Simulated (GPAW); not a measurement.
# Collinear magnetic orders of Co3 Ru1 Co3 0001 with GPAW, part 2 of 2

A self-consistent run ends on one state, which hangs on the start. Several orders of Co3 Ru1 Co3 0001 are started in GPAW and their energies compared.

GPAW 26.7.0; PBE; plane waves with GPAW's PAW setups, scalar-relativistic.

So far. Step 2 (Run 1 (ferro ++++++)): After 54 cycles the largest moment stands at 1.82 μB.

## Step 3: Order 2, typed as antiferro +++---

Another pattern of signs weighs the neighbour shells otherwise.

order2.py

```python
import json
import numpy as np
from ase import Atoms
from ase.parallel import paropen, parprint
from gpaw import GPAW

atoms = Atoms(['Co', 'Co', 'Co', 'Ru', 'Co', 'Co', 'Co'],
    cell=[[2.706, 0.0, 0.0],
         [-1.353, 2.343465, 0.0],
         [0.0, 0.0, 22.8966]],
    scaled_positions=[[0.0, 0.0, 0.262047],
         [0.333333, 0.666667, 0.338495],
         [0.0, 0.0, 0.414943],
         [0.333333, 0.666667, 0.5],
         [0.0, 0.0, 0.585057],
         [0.333333, 0.666667, 0.661505],
         [0.0, 0.0, 0.737953]],
    pbc=True,
    magmoms=[1.8, 1.8, 1.8, 0.0, -1.8, -1.8, -1.8])
atoms.calc = GPAW(mode={'name': 'pw', 'ecut': 450},
    xc='PBE',
    kpts={'size': (20, 20, 1), 'gamma': True},
    occupations={'name': 'fermi-dirac', 'width': 0.05},
    convergence={'density': 1e-05, 'energy': 1e-05},
    maxiter=250,
    mixer={'name': 'pulay', 'beta': 0.03, 'nmaxold': 8, 'weight': 100},
    symmetry={'tolerance': 1e-4},
    txt='order2.txt')
e = atoms.get_potential_energy(force_consistent=True)
res = {'free_energy': e, 'energy_sigma0': atoms.get_potential_energy(), 'fermi_energy': atoms.calc.get_fermi_level()}
res['moments'] = atoms.get_magnetic_moments().tolist()
res['total'] = atoms.get_magnetic_moment()
parprint('site moments (muB):', np.round(res['moments'], 3))
parprint(f"total moment: {res['total']:.3f} muB")
parprint(f'free energy: {e:.6f} eV')
atoms.calc.write('order2.gpw')
with paropen('results.json', 'w') as f:
    json.dump(res, f)
```

Command:

```bash
$ OMP_NUM_THREADS=1 mpirun -n 4 gpaw python order2.py > order2.log
```

What it wrote:

```text
site moments (muB): [ 1.825  1.721  1.384 -0.    -1.384 -1.721 -1.825]
total moment: -0.000 muB
free energy: -54.919844 eV

--- order2.txt ---
Input parameters:
  mode=PW(ecut=450),
  convergence={'density': 1e-05, 'energy': 1e-05},
  kpts=MonkhorstPack(size=(20, 20, 1), gamma=True),
  maxiter=250,
  mixer=Pulay(name='pulay', nmaxold=8, beta=0.03, weight=100, sigma=0.015, g_ss=None),
  occupations=Occupations(name='fermi-dirac', width=0.05),
  symmetry=Symmetry(tolerance=0.0001),
  xc=XC(name='PBE')

Diagonalizing LCAO Hamiltonian
Converting LCAO to pw mode

       Co

        Co

       Co
        Ru

       Co

        Co

       Co

Atoms  # Å, Bohr magnetons
|   | symbol |         x |        y |         z |    initial magnetic moments |
|---|--------|-----------|----------|-----------|-----------------------------|
| 0 |     Co |  0.000000 | 0.000000 |  5.999985 | ( 0.0000,  0.0000,  1.8000) |
| 1 |     Co | -0.000001 | 1.562311 |  7.750385 | ( 0.0000,  0.0000,  1.8000) |
| 2 |     Co |  0.000000 | 0.000000 |  9.500784 | ( 0.0000,  0.0000,  1.8000) |
| 3 |     Ru | -0.000001 | 1.562311 | 11.448300 | ( 0.0000,  0.0000,  0.0000) |
| 4 |     Co |  0.000000 | 0.000000 | 13.395816 | ( 0.0000,  0.0000, -1.8000) |
| 5 |     Co | -0.000001 | 1.562311 | 15.146215 | ( 0.0000,  0.0000, -1.8000) |
| 6 |     Co |  0.000000 | 0.000000 | 16.896615 | ( 0.0000,  0.0000, -1.8000) |

Unit cell  # Å
| periodic |         x |        y |         z |   lengths |     angles |
|----------|-----------|----------|-----------|-----------|------------|
|      yes |  2.706000 | 0.000000 |  0.000000 |  2.706000 |  90.000000 |
|      yes | -1.353000 | 2.343465 |  0.000000 |  2.706000 |  90.000000 |
|      yes |  0.000000 | 0.000000 | 22.896600 | 22.896600 | 119.999997 |

Number of symmetries: 6

BZ-sampling:
  Number of BZ points: 400
  Number of IBZ points: 44

  Monkhorst-Pack size: [20, 20, 1]
  Monkhorst-Pack shift: [0.025, 0.025, 0.0]

Plane wave coefficients: 3199
Cutoff: 450.000000 eV

Spin-components: 2 (collinear spins)
Bands:           46
Projectors:      42
Spin-degeneracy: 1
Datatype:        complex128

Parallelization:
  kpt:    4
  domain: 1
  band:   1

Density:
  Valence electrons: 70.0
  Components: 2
  Grid points: [ 14  14 120]
  Charge: 0.0  # |e|

Potential:
  Grid points: [ 14  14 120]

[... setups left out ...]
Reference energy: -350661.384417  # eV

eigensolver:
  PPCG
  Converge bands: occupied
  niter=2

density mixing:
  Pulay-Mixer
  Linear mixing parameters: 0.03
  Old densities: 8
  Fourier metric: weight=100, sigma=0.015

occupation numbers:
  Fermi-Dirac:
    width: 0.0500  # eV

poisson solver:
  ecut: 3600.000000  # eV

xc functional:
  name: PBE with 2 nearest neighbor stencil

convergence criteria:
- Maximum integral of absolute [dens]ity change: 1e-05 electrons / valence electron
- Maximum [total energy] change in last 3 cyles: 1e-05 eV / valence electron
- Maximum integral of absolute [eigenst]ate change: 4e-08 eV^2 / valence electron
maximum number of iterations: 250

SCF iterations
|iter     |      energy | eigst |  dens |  magmom |
|---------|-------------|-------|-------|---------|
|iter:   1|       0s |  -60.335629 | +0.37 |       |  +0.0000|
|iter:   2|       6s |  -57.142124 | -0.70 | -0.80 |  +0.0000|
|iter:   3|      12s |  -56.551444 | -1.32 | -0.87 |  +0.0000|
|iter:   4|      18s |  -55.600018 | -1.92 | -0.94 |  -0.0000|
|iter:   5|      23s |  -55.101545 | -1.75 | -1.09 |  +0.0000|
|iter:   6|      29s |  -54.904289 | -1.05 | -1.22 |  -0.0000|
|iter:   7|      35s |  -54.746492 | -2.12 | -1.26 |  +0.0000|
|iter:   8|      41s |  -54.793513 | -1.89 | -1.41 |  -0.0002|
|iter:   9|      47s |  -54.768152 | -2.64 | -1.47 |  +0.0005|
|iter:  10|      52s |  -54.763854 | -3.43 | -1.55 |  -0.0000|
[... 37 iterations left out ...]
|iter:  48|     253s |  -54.880801c| -8.92c| -4.56 |  -0.0000|
|iter:  49|     255s |  -54.880802c| -8.79c| -4.57 |  -0.0000|
|iter:  50|     258s |  -54.880801c| -9.07c| -4.59 |  -0.0000|
|iter:  51|     261s |  -54.880802c| -8.45c| -4.58 |  -0.0000|
|iter:  52|     264s |  -54.880802c| -8.72c| -4.57 |  -0.0000|
|iter:  53|     266s |  -54.880802c| -8.77c| -4.60 |  -0.0000|
|iter:  54|     269s |  -54.880803c| -7.74c| -4.66 |  -0.0000|
|iter:  55|     272s |  -54.880803c| -8.21c| -4.94 |  -0.0000|
|iter:  56|     275s |  -54.880803c| -8.14c| -5.00 |  -0.0000|
|iter:  57|     277s |  -54.880804c| -8.70c| -5.05c|  -0.0000|

Converged in 57 steps
Energy contributions relative to reference atoms: (reference = -350661.384417)

Energy contributions:
  Kinetic:          50.598527
  Coulomb:         -45.012801
  Zero:              1.301738
  External:          0.000000
  Xc:              -61.729228
  Entropy:          -0.078080
  Spinorbit:         0.000000
  ----------------------------
  Free energy:     -54.919844
  Extrapolated:    -54.880804

dipole moment: (-21.768304, -21.107310, -0.000071)  # |e|*Ang

Total magnetic moment: (0.000000, 0.000000, -0.000000)

Local magnetic moments
|        x |        y |         z |
|----------|----------|-----------|
| 0.000000 | 0.000000 |  1.824525 |  # Co   0
| 0.000000 | 0.000000 |  1.721367 |  # Co   1
| 0.000000 | 0.000000 |  1.384169 |  # Co   2
| 0.000000 | 0.000000 | -0.000000 |  # Ru   3
| 0.000000 | 0.000000 | -1.384169 |  # Co   4
| 0.000000 | 0.000000 | -1.721367 |  # Co   5
| 0.000000 | 0.000000 | -1.824525 |  # Co   6

Fermi level: 4.077
Eigenvalues  # (at kpt = [-0.000, -0.000, 0.000])
| band index |      eig [eV] | occ [0-1] |      eig [eV] | occ [0-1] |
|------------|---------------|-----------|---------------|-----------|
|          0 |       -68.822 |     1.000 |       -68.822 |     1.000 |
|        ... |               |           |               |           |
|         31 |         3.240 |     1.000 |         3.240 |     1.000 |
|         32 |         3.348 |     1.000 |         3.348 |     1.000 |
|         33 |         3.371 |     1.000 |         3.371 |     1.000 |
|         34 |         3.371 |     1.000 |         3.371 |     1.000 |
|         35 |         3.743 |     0.999 |         3.743 |     0.999 |
|         36 |         3.783 |     0.997 |         3.783 |     0.997 |
|         37 |         3.783 |     0.997 |         3.783 |     0.997 |
|         38 |         4.063 |     0.570 |         4.063 |     0.570 |
|         39 |         4.551 |     0.000 |         4.551 |     0.000 |
|         40 |         4.551 |     0.000 |         4.551 |     0.000 |
|         41 |         5.052 |     0.000 |         5.052 |     0.000 |
|         42 |         5.052 |     0.000 |         5.052 |     0.000 |
|         43 |         5.070 |     0.000 |         5.070 |     0.000 |
|         44 |         5.070 |     0.000 |         5.070 |     0.000 |
|         45 |         5.089 |     0.000 |         5.089 |     0.000 |

No gap
No difference between direct/indirect transitions
```

Wall time 4.8 min (4 MPI ranks of Arm Neoverse V1, shared host); peak memory 1.1 GiB; 19 min of CPU time.

Spin moment in the augmentation sphere by atom:

```csv
atom,spin moment in the augmentation sphere (μB)
Co1,1.82
Co2,1.72
Co3,1.38
Ru4,0.00
Co5,-1.38
Co6,-1.72
Co7,-1.82
```

Read from the output:

```
magnetization : 0 μB
final state   : antiferromagnetic
```

It lies 2.25 meV a seeded atom under the first start, and its largest moment is 1.82 μB against 1.82 μB.

## Step 4: Run 3 (no spin polarisation)

Without spin polarisation no moment can form, so the difference from the other runs is what forming moments gains.

nospin.py is the script of step 3 with these lines changed:

```diff
@@ -17,4 +17,3 @@
          [0.0, 0.0, 0.737953]],
-    pbc=True,
-    magmoms=[1.8, 1.8, 1.8, 0.0, -1.8, -1.8, -1.8])
+    pbc=True)
 atoms.calc = GPAW(mode={'name': 'pw', 'ecut': 450},
@@ -27,11 +26,7 @@
     symmetry={'tolerance': 1e-4},
-    txt='order2.txt')
+    txt='nospin.txt')
 e = atoms.get_potential_energy(force_consistent=True)
 res = {'free_energy': e, 'energy_sigma0': atoms.get_potential_energy(), 'fermi_energy': atoms.calc.get_fermi_level()}
-res['moments'] = atoms.get_magnetic_moments().tolist()
-res['total'] = atoms.get_magnetic_moment()
-parprint('site moments (muB):', np.round(res['moments'], 3))
-parprint(f"total moment: {res['total']:.3f} muB")
 parprint(f'free energy: {e:.6f} eV')
-atoms.calc.write('order2.gpw')
+atoms.calc.write('nospin.gpw')
 with paropen('results.json', 'w') as f:
```

Command:

```bash
$ OMP_NUM_THREADS=1 mpirun -n 4 gpaw python nospin.py > nospin.log
```

What it wrote:

```text
free energy: -53.416657 eV

--- nospin.txt ---
Input parameters:
  mode=PW(ecut=450),
  convergence={'density': 1e-05, 'energy': 1e-05},
  kpts=MonkhorstPack(size=(20, 20, 1), gamma=True),
  maxiter=250,
  mixer=Pulay(name='pulay', nmaxold=8, beta=0.03, weight=100, sigma=0.015, g_ss=None),
  occupations=Occupations(name='fermi-dirac', width=0.05),
  symmetry=Symmetry(tolerance=0.0001),
  xc=XC(name='PBE')

[...]
|          0 |       -69.229 |     2.000 |
|        ... |               |           |
|         29 |         2.776 |     2.000 |
|         30 |         2.921 |     2.000 |
|         31 |         2.950 |     2.000 |
|         32 |         2.996 |     2.000 |
[...]
|         42 |         4.119 |     0.005 |
|         43 |         4.581 |     0.000 |
|         44 |         4.581 |     0.000 |
|         45 |         5.047 |     0.000 |

No gap
No difference between direct/indirect transitions

[key lines of the parts left out:]
Free energy:     -53.416657
Converged in 35 steps
dipole moment: (-21.759968, -21.123207, -0.000072)  # |e|*Ang
Fermi level: 3.819
```

Run time: 1.7 min. Hardware: 4 MPI ranks; peak memory 0.91 GiB.

Numbers from this step:

```yaml
final_state: non-magnetic (no spin polarisation)
```

It lies 248 meV a seeded atom over the first start.

## Step 5: The states side by side

Energies are divided by the number of seeded atoms, so that cells of unlike size compare.

Orders:

```csv
start,final state,typed order kept,energy over the lowest (meV a seeded atom),largest site moment (μB),net moment (μB a primitive cell),mesh matched,CPU time (s)
ferro ++++++,ferromagnetic,yes,2.255,1.825,9.291,yes,1197
antiferro +++---,antiferromagnetic,yes,0,1.825,0,yes,1158
no spin polarisation,non-magnetic,-,250.5,0,0,yes,404.1
```

## Step 6: Summary of results

- lowest state found: antiferromagnetic (typed antiferro +++---)
- largest site moment: 1.82 μB
- next state: ferromagnetic, 2.25 meV a seeded atom higher
- energy gained by spin polarisation: 251 meV a seeded atom

In words: The lowest state found is antiferromagnetic, reached from the start antiferro +++---, with moments up to 1.82 μB. The two lowest states lie so close that the mesh, the functional or spin–orbit coupling could swap them. Only 3 starts were tried; other collinear patterns, canted and longer-period orders were not.

[Long decimals in the printed logs are rounded to 6 places.]

[Logs and program files are shortened in this print: banners, set-up blocks, solver, clock and traceback lines can be left out without a mark of their own.]

[Logs are printed without paths, hosts, clocks, repeated set-up lines and the standing remarks that a program may print on its own settings, such as how far it seeks lower states.]

[Hosts, paths, dates, database ids (printed as entryN), source tags and the programs' standing remarks are cut or masked in the printed files.]

[Where the starting crystal was built by hand or by swapping elements, it need not be the compound's stable phase.]

[Where a cell is said to come from a database of computed structures, the database is the Materials Project.]

[Runs that the program refused, that were killed for memory or that had too few empty states are not shown or counted.]

[Lattice constants of own cells that a recipe calls measured were typed without a cited source.]
